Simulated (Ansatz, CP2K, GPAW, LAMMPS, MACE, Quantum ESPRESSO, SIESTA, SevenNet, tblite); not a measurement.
## Amorphous Si0.9Ge0.1 (94 atoms) in other programs, against a plane-wave reference

How near do other programs and methods come to a plane-wave reference for amorphous Si0.9Ge0.1 (94 atoms)? A plane-wave run serves as the reference.

Method: Kohn-Sham DFT, PBE, PAW, plane waves, in Ansatz 0.2.0.

## 1. The starting structure

The cell holds 94 atoms: 85 Si and 9 Ge. Its edges and angles: a = 12.402 Å, b = 12.402 Å, c = 12.402 Å, α = 90.0°, β = 90.0°, γ = 90.0°. 94 atoms (85 Si, 9 Ge) placed at random at 2.65 g/cm³, melted at 3500 K for 10 ps at fixed volume with the Tersoff potential (Tersoff, Phys. Rev. B 39, 5566 (1989)). Quenched from 3500 K to 700 K at 3 K/ps and fixed volume, held 5 ps.

## 2. Reference: Ansatz, plane waves

The PAW files are the set soft_2.

input.yaml reads:

```yaml
crystal:
  lattice:
    - [12.4022, 0.0, 0.0]
    - [0.0, 12.4022, 0.0]
    - [0.0, 0.0, 12.4022]
  atoms:
    - { symbol: Si, position: [0.357, 0.55571, 0.19102] }
    - { symbol: Si, position: [0.98309, 0.88063, 0.83932] }
    - { symbol: Si, position: [0.58666, 0.78048, 0.872] }
    - { symbol: Si, position: [0.00745, 0.7862, 0.40178] }
    [... 84 atom lines left out ...]
    - { symbol: Ge, position: [0.86097, 0.59713, 0.1588] }
    - { symbol: Ge, position: [0.75508, 0.50942, 0.74263] }
    - { symbol: Ge, position: [0.34897, 0.16272, 0.83894] }
    - { symbol: Ge, position: [0.88934, 0.27753, 0.12806] }
    - { symbol: Ge, position: [0.83495, 0.7552, 0.47341] }
    - { symbol: Ge, position: [0.57493, 0.74633, 0.05611] }
kpoints:
  mp_grid: { grid: [1, 1, 1] }
hamiltonian:
  xc: pbe
scf:
  occupations: { method: fermi_dirac, width: 0.05 }
output:
  forces: true
  eigenvalues: true
  populations: true
  stress: true
```

On the command line:

```sh
$ ansatz run input.yaml --threads 8 --pin off --max-ram 15872MiB --backend cpu --events-out ev --progress --plain --runs-dir out
```

What it wrote:

```text
[...]
Pseudopotentials: kind: paw
Pseudopotential: Si, paw, valence charge 4, recommended cutoff 420 eV (normal), Si.paw.azcp
Pseudopotential: Ge, paw, valence charge 14, recommended cutoff 420 eV (normal), Ge.paw.azcp
[... 5 lines on functional and potentials left out ...]
Crystal: 94 atoms, lattice volume = 1907.639 Å³
Basis set: ecut = 420 eV, 37385 PW (Γ), exchange–correlation on 180×180×180 points (8 copies of the dense FFT grid, shifted against one another)
Bands: 327, of which v1, the nominal top of the filled ones, is band 233 counted from 1 (232 counted from 0)
Symmetry: 1 space group operations
Space group: P1 (ITA 1), of the structure as read, at distance tolerance 1.2e-4 Å
k-points: 1
[... 5 lines on functional and potentials left out ...]
Initial density: superposition of atomic densities (neutral atoms: chi_scale 0, normalization atom), corrected by the library's trained network
Initial wavefunctions: pseudopotential atomic-orbital guess
[...]
SCF iter   1: F=—  HF=-92670.990791 eV  |F-HF|=—  |Δ(HF+E_count)|=         —  Δρ=3.46e-3  dr2=8.16e-1  ethr=1.77e-3  ⟨swp⟩=6.0  Hψ=1439  notcnv=0  defer=40
preconditioner: auto → Kerker (q_TF=auto, 2.157 Å⁻¹)  [metal: Δε(μ)=0.075 eV  Ē_g=7.633 eV  σ=0.050 eV  W_gap=0.35  n_scr=340 (ndim 8)  ℏωp=16.5 eV  f_vac=0.002  D(μ)=26.76/eV (n_scr^D=122)]
[...]
SCF iter  10: F=—  HF=-92670.892732 eV  |F-HF|=—  |Δ(HF+E_count)|=   4.08e-8  Δρ=2.08e-6  dr2=2.26e-7  ethr=1.68e-10  ⟨swp⟩=2.0  Hψ=497  notcnv=0  defer=64
SCF iter  11: F=-92670.892731 eV  HF=-92670.892731 eV  |F-HF|=2.17e-8  |Δ(HF+E_count)|=   4.54e-9  Δρ=7.51e-7  dr2=5.53e-8  ethr=2.15e-11  ⟨swp⟩=15.0  Hψ=1604  notcnv=0
SCF 1 converged in 11 iterations: F = -92670.892731 eV  dr2 = 5.53e-8
[...]
SCF converged after 11 iterations
Free energy (F): -92670.892731 eV
Harris-Foulkes:  -92670.892731 eV  (|F-HF|=2.17e-8)
Internal energy: -92670.653153 eV  (E = F + TS)
E sigma→0 (E₀):  -92670.772942 eV
Entropy (-TS):   -0.239579 eV (-2.549 meV/atom)
Fermi energy:    6.522477 eV
--- Per-component energies (eV) ---
[...]
Σ components = -92670.892731   (vs F -92670.892731, Δ=0.00e0)
--- Forces (eV/Å), atoms counted from 1 ---
  atom   1  Si    -0.18278384    -0.81674139     0.26582469
  atom   2  Si     0.01588800     0.23957985     0.29169246
  atom   3  Si    -0.30327207     0.64006366    -1.88639146
  atom   4  Si     0.27791644    -1.20992022    -0.55537734
[...]
atom  94  Ge     1.82150625     0.43492512     0.77034241
  max |Σ_I F_I| component: 1.65e-5 eV/Å
--- Stress (GPa, compression-positive) ---
        2.857897       0.828109      -0.673595
        0.828109       1.167717       1.615192
       -0.673595       1.615192       1.342910
  P = ⅓ Tr σ = 1.7895 GPa (17.895 kbar)
--- Band table (eV) ---
  k-point 0: bands = ["-18.1133", "-18.0725", "-18.0649", "-18.0536", [... 311 levels ...], "10.4261", "10.4358", "10.4752", "10.5229", "10.5771", "10.6192", "10.6440", "10.6763", "10.6968", "10.7447", "10.7513", "10.7874"]
--- Löwdin populations: 94 sites ---
  site symbol       q [e]
     0     Si      3.9441
     1     Si      3.9300
     2     Si      3.9277
[...]
93     Ge     14.0563
  spilling = 0.009124 (of n_electrons = 466.000000)
```

It took 11 s on 8 threads of Arm Neoverse V2, shared host; peak memory 2.2 GiB; 83 s of CPU time.

In the SCF lines HF is the Harris–Foulkes energy and dr2 the Hartree energy of the density residual, in eV; the loop may stop once dr2 is under the threshold and the program's other checks hold. Hψ counts applications of the Hamiltonian.

Read from the output:

```
free energy                             : -92670.8927 eV
free energy per atom                    : -985.8606 eV/atom
SCF cycles                              : 11
pressure                                : 1.79 GPa
r.m.s. force component                  : 0.7519 eV/Å
longest force                           : 2.567 eV/Å
Fermi energy                            : 6.522 eV
levels partly filled by over 2 per cent : 5
spilling of the projection              : 0.009124
```

Neighbours are counted within 2.88 Å (Si-Si), 2.83 Å (Si-Ge), 2.98 Å (Ge-Ge).

Length of the force by element and coordination:

```csv
element,coordination,atoms,mean length of the force (eV/Å),spread,least,most
Ge,all,9,1.09,0.420,0.473,2.02
Ge,4,8,1.06,0.437,0.473,2.02
Ge,5,1,1.32,0,1.32,1.32
Si,all,85,1.19,0.567,0.185,2.57
Si,4,76,1.19,0.590,0.185,2.57
Si,5,9,1.17,0.312,0.535,1.71
```

Löwdin charges by element and coordination (they lack the spilled electrons, 0.045 e an atom on average):

```csv
element,coordination,atoms,mean charge (e),spread,least,most
Ge,all,9,-0.0289,0.0221,-0.0566,0.0145
Ge,4,8,-0.0274,0.023,-0.0566,0.0145
Ge,5,1,-0.0416,0,-0.0416,-0.0416
Si,all,85,0.0531,0.0259,-0.0073,0.126
Si,4,76,0.0545,0.026,-0.0073,0.126
Si,5,9,0.0411,0.0223,0.016,0.093
```

The levels nearest the highest filled one (over half full), pooled over k-points and spins:

```csv
level less the highest filled one (eV),occupation
-0.473,2
-0.333,2.00
-0.225,1.99
-0.109,1.91
-0.0263,1.60
0,1.40
0.054,0.886
0.152,0.201
0.287,0.015
0.417,0.001
0.541,0
0.696,0
```

## 3. The ladder

The programs:
- CP2K 2026.2: Gaussian basis with GTH pseudopotentials and a plane-wave density; labels give functional, basis (MOLOPT sets; SR short-range, UZH the newer set with its own potentials), grid cutoff/relative cutoff and solver (OT: orbital transformation; TRS4, TC2, SIGN: linear-scaling purification with its sparsity filter), or its built-in tight binding.
- GPAW 26.7.0: PAW with atomic orbitals (LCAO), plane waves or a real-space grid of spacing h.
- MACE: machine-learned potential, published weights.
- Quantum ESPRESSO 7.5: plane waves; labels (QE) give functional, pseudopotential set and cutoffs of waves/density.
- SIESTA 5.4.2: numerical atomic orbitals, whose automatically made sets are far from complete, with PseudoDojo norm-conserving potentials that we converted to its format (checked against plane waves on the same files for H, C, O, Si, Ge and Ca alone); labels give functional, basis size, energy shift and mesh cutoff.
- SevenNet: machine-learned potential, published weights.
- tblite 0.8.0: extended tight binding, driven from Python.

All use the same cell and atoms; the electronic-structure runs use the same k-mesh, and an electronic temperature of 580 K (0.05 eV) where levels are smeared.

Differences are against the plane-wave reference, forces as r.m.s. over components; share is that over the reference's r.m.s. force, slope the least-squares factor from reference forces to these. Total energies of different programs have different zeros and aren't compared.

```csv
run,"Δ force, r.m.s. (meV/Å)",share (%),slope,Δ pressure (GPa),cores,CPU time,memory (GiB)
reference,-,-,-,-,8,83 s,2.2
"CP2K LDA, DZVP-MOLOPT-SR, 350/50 Ry, diagonalisation",81.5,10.8,0.954,-3.93,2,3 min,2.1
"CP2K PBE+D3, DZVP-MOLOPT-SR, 350/50 Ry, diagonalisation",34.4,4.58,1.008,-0.779,2,3.7 min,2.3
"CP2K PBE, DZVP-MOLOPT-SR, 175/50 Ry, diagonalisation (coarse)",32.4,4.31,1.015,-0.0036,2,3.6 min,1.1
"CP2K PBE, DZVP-MOLOPT-SR, 244/50 Ry, diagonalisation (coarse)",32.4,4.31,1.015,-0.0036,2,3.4 min,1.4
"CP2K PBE, DZVP-MOLOPT-SR, 350/20 Ry, diagonalisation (coarse)",37.0,4.92,1.014,0.066,2,2.4 min,2.2
"CP2K PBE, DZVP-MOLOPT-SR, 350/50 Ry, diagonalisation",32.4,4.31,1.015,-0.0036,2,3.7 min,2.2
"CP2K PBE, DZVP-UZH, 350/50 Ry, diagonalisation",41.4,5.50,1.015,-0.135,4,7.1 min,3.7
"CP2K PBE, SZV-MOLOPT-SR, 350/50 Ry, diagonalisation (coarse)",448,59.6,1.336,6.56,1,2.1 min,2.1
"CP2K PBE, TZV2P-MOLOPT (SR for Ge), 350/50 Ry, diagonalisation",25.3,3.37,1.003,-0.222,4,9.5 min,4.0
"CP2K PBEsol, PBE potentials, DZVP-MOLOPT-SR, 350/50 Ry, diagonalisation",38.3,5.10,1.013,-0.699,2,3.5 min,2.2
"GPAW PBE, LCAO dzp, h 0.2 Å",54.1,7.20,1.052,-,1,6.1 min,2.2
"GPAW PBE, LCAO dzp, h 0.2 Å, other mixer settings",54.2,7.21,1.052,-,2,9.4 min,2.3
"GPAW PBE, LCAO szp(dzp), h 0.2 Å (coarse)",149,19.8,1.115,-,1,4.7 min,2.1
"GPAW RPBE, LCAO dzp, h 0.2 Å",73.9,9.83,1.075,-,1,6.4 min,2.2
MACE MP-0b2 small potential,325,43.2,0.609,-0.237,1,5.9 s,0.67
MACE MPA-0 medium potential,187,24.9,0.825,-0.0655,1,7 s,0.94
"QE PBE, sssp-1.3.0-efficiency, 45/360 Ry",2.23,0.297,1.002,-0.0475,4,16 min,6.4
"QE PBE, sssp-1.3.0-efficiency, 45/360 Ry, paro",2.07,0.276,1.002,-0.0568,4,23 min,6.3
"SIESTA PBE, DZ, shift 0.01 Ry, mesh 300 Ry (coarse)",193,25.7,1.142,5.91,1,3.1 min,1.2
"SIESTA PBE, DZP, shift 0.01 Ry, mesh 150 Ry (coarse)",62.5,8.31,1.050,0.604,2,3.6 min,1.1
"SIESTA PBE, DZP, shift 0.01 Ry, mesh 300 Ry",63.3,8.42,1.051,0.565,2,9.9 min,2.4
"SIESTA PBE, SZP, shift 0.01 Ry, mesh 300 Ry (coarse)",262,34.8,1.197,5.15,1,6.9 min,1.8
SevenNet l3i5 potential,235,31.3,0.778,-0.0164,1,8.4 s,1.2
tblite GFN1-xTB,296,39.4,1.125,8.16,1,10 s,0.19
tblite IPEA1-xTB,293,38.9,1.206,3.43,1,8.7 s,0.19
```

Rows marked coarse use a setting chosen to be so.

Times of the machine-learned potentials are mostly Python's start and the loading of weights.

CPU time is summed over cores on a shared host, where runs went side by side, so it is rough. Symmetry, cutoffs, thresholds, outputs and thread counts weren't matched or tuned between programs; memory under MPI is the largest rank's times the ranks.

Runs without a result: CP2K GFN1-xTB, diagonalisation (not converged, the SCF not settling).

Mean charges by element (e), by run and scheme:

```csv
run,scheme,Si,Ge
reference,Löwdin,+0.05,-0.03
"CP2K LDA, DZVP-MOLOPT-SR, 350/50 Ry, diagonalisation",Mulliken,-0.02,+0.23
"CP2K PBE+D3, DZVP-MOLOPT-SR, 350/50 Ry, diagonalisation",Mulliken,-0.04,+0.36
"CP2K PBE, DZVP-MOLOPT-SR, 244/50 Ry, diagonalisation",Mulliken,-0.04,+0.36
"CP2K PBE, DZVP-MOLOPT-SR, 350/50 Ry, diagonalisation",Mulliken,-0.04,+0.36
"CP2K PBE, DZVP-UZH, 350/50 Ry, diagonalisation",Mulliken,+0.02,-0.15
"CP2K PBE, TZV2P-MOLOPT (SR for Ge), 350/50 Ry, diagonalisation",Mulliken,+0.03,-0.30
"CP2K PBEsol, PBE potentials, DZVP-MOLOPT-SR, 350/50 Ry, diagonalisation",Mulliken,-0.04,+0.35
"SIESTA PBE, DZP, shift 0.01 Ry, mesh 300 Ry",Hirshfeld,0.00,+0.04
tblite GFN1-xTB,Mulliken,+0.02,-0.17
tblite IPEA1-xTB,Mulliken,+0.05,-0.50
```

The reference's Löwdin charges lack the electrons that the projection spills, 0.045 e an atom on average.

Within one program, basis, potentials and functional, energies share a zero. Each run against its twin at the usual cutoff or grid and solver:

```csv
run,twin,Δ energy (meV/atom),"Δ force, r.m.s. (meV/Å)",CPU time over the twin's
"CP2K PBE, DZVP-MOLOPT-SR, 175/50 Ry, diagonalisation","DZVP-MOLOPT-SR, 350/50 Ry, diagonalisation",7.0e-4,0.067,0.98
"CP2K PBE, DZVP-MOLOPT-SR, 244/50 Ry, diagonalisation","DZVP-MOLOPT-SR, 350/50 Ry, diagonalisation",-1.0e-4,0.007,0.93
"CP2K PBE, DZVP-MOLOPT-SR, 350/20 Ry, diagonalisation","DZVP-MOLOPT-SR, 350/50 Ry, diagonalisation",-1.78,17.3,0.66
"GPAW PBE, LCAO dzp, h 0.2 Å, other mixer settings","LCAO dzp, h 0.2 Å",1.0e-4,1.51,1.5 (this twin ran on 1 cores)
"QE PBE, sssp-1.3.0-efficiency, 45/360 Ry, paro","sssp-1.3.0-efficiency, 45/360 Ry",0,1.11,1.5
"SIESTA PBE, DZP, shift 0.01 Ry, mesh 150 Ry","DZP, shift 0.01 Ry, mesh 300 Ry",-3.48,1.70,0.36
```

## 4. What came out

- reference r.m.s. force component: 0.752 eV/Å
- nearest in forces: QE PBE, sssp-1.3.0-efficiency, 45/360 Ry, paro, 0.28 %
- farthest in forces: CP2K PBE, SZV-MOLOPT-SR, 350/50 Ry, diagonalisation (coarse), 60 %
- cheapest electronic-structure run beside the reference: tblite IPEA1-xTB, 8.7 s of CPU time

**Reading.** PBE on plane waves or a grid with other potentials, cutoffs or grids, coarse settings apart, differs from the reference by 0.28 % (QE PBE, sssp-1.3.0-efficiency, 45/360 Ry, paro) to 0.30 % (QE PBE, sssp-1.3.0-efficiency, 45/360 Ry) of the r.m.s. force; this holds the reference's own error, so differences of a few per cent don't tell which side is nearer the exact PBE result (QE's 45 Ry are 612 eV, against the reference's 420 eV). The PBE runs in local orbitals, coarse settings apart, differ by 3.4 % (CP2K PBE, TZV2P-MOLOPT (SR for Ge), 350/50 Ry, diagonalisation) to 8.4 % (SIESTA PBE, DZP, shift 0.01 Ry, mesh 300 Ry); basis, grid and potentials can all enter. Tight binding differs by 39 % in each run; it is another model, with fitted parameters of its own, and the xTB methods hold dispersion. Machine-learned potentials differ by 25 % (MACE MPA-0 medium potential) to 43 % (MACE MP-0b2 small potential); they were trained on other programs' data. Among those trained on PBE data the slope goes as low as 0.61, which softening far from their training structures can give, though the reference's k-sampling is untested too. Rows with another functional or a dispersion term differ by 4.6 % (CP2K PBE+D3, DZVP-MOLOPT-SR, 350/50 Ry, diagonalisation) to 11 % (CP2K LDA, DZVP-MOLOPT-SR, 350/50 Ry, diagonalisation), which mixes the change of model with differences of basis and potentials, some of them made for another functional. IPEA1-xTB was fitted to ionisation energies and electron affinities, not to forces or charges. Runs with settings chosen to be coarse differ by 4.3 % (CP2K PBE, DZVP-MOLOPT-SR, 244/50 Ry, diagonalisation) to 60 % (CP2K PBE, SZV-MOLOPT-SR, 350/50 Ry, diagonalisation), their programs' other errors included. Of the electronic-structure runs that take under half the reference's CPU time, tblite IPEA1-xTB is among the nearest, at 39 % in 8.7 s against 83 s; its pressure misses by +3.4 GPa. SIESTA PBE, SZP, shift 0.01 Ry, mesh 300 Ry stiffens the forces by a factor of 1.20 while following their directions (correlation 0.972); the slopes of the 4 SIESTA runs lie between 1.05 and 1.20. In pressure, CP2K PBE, SZV-MOLOPT-SR, 350/50 Ry, diagonalisation misses by +6.6 GPa, at the same functional. Charges hang on model, scheme and program or settings: among these rows the mean for Ge runs from -0.50 to +0.36 e, even in sign. In the reference: counting bands leaves a spacing of only 0.054 eV (at Γ alone), which the smearing bridges: 5 levels are partly filled by over 2 %, so a gap, if any, is small at this level. In the reference: mean Löwdin charges: Ge -0.03, Si +0.05 e (they miss 0.91 % of the electrons, so they add up to more than the cell's charge). Periodic xTB results under one method name differ between programs and library versions. The potentials hold different valence shells: 466 electrons in the reference, 376 in CP2K with DZVP-UZH and 376 in GPAW; this bears on time and differences. GPAW's setups keep the filled d shell of Ge in the core. Machine-learned potentials mimic data converged in k, so the reference's own k-point error enters their differences. The quench rate of 3 K/ps is many orders above laboratory rates, so the cell is likely richer in defects and strain than a real sample. The network of bonds at the start is that of the classical potential that made the cell, and needn't be the one that DFT or experiment would give. The electronic-structure runs sample only Γ, in a cell whose shortest periodic width is 12 Å, which is coarse for a cell with partly filled levels.

[Long decimals in the printed logs are rounded to 6 places.]

[Also dropped from logs without a mark: lines with file paths, logging warnings of Python, QE's lines on negative density and diagonalisation, SIESTA's first energy breakdown, zero terms and Voronoi charges.]

[Logs are printed without paths, hosts, clocks, repeated set-up lines and the standing remarks that a program may print on its own settings, such as how far it seeks lower states.]

[Hosts, paths, dates, database ids (printed as entryN), source tags and the programs' standing remarks are cut or masked in the printed files.]

[Not all failed runs are listed: runs killed by the host, ended in a Python traceback or in CONQUEST's support-function errors, and SIESTA runs with faulty potentials for Cu, Fe, Ni or Zn are left out.]
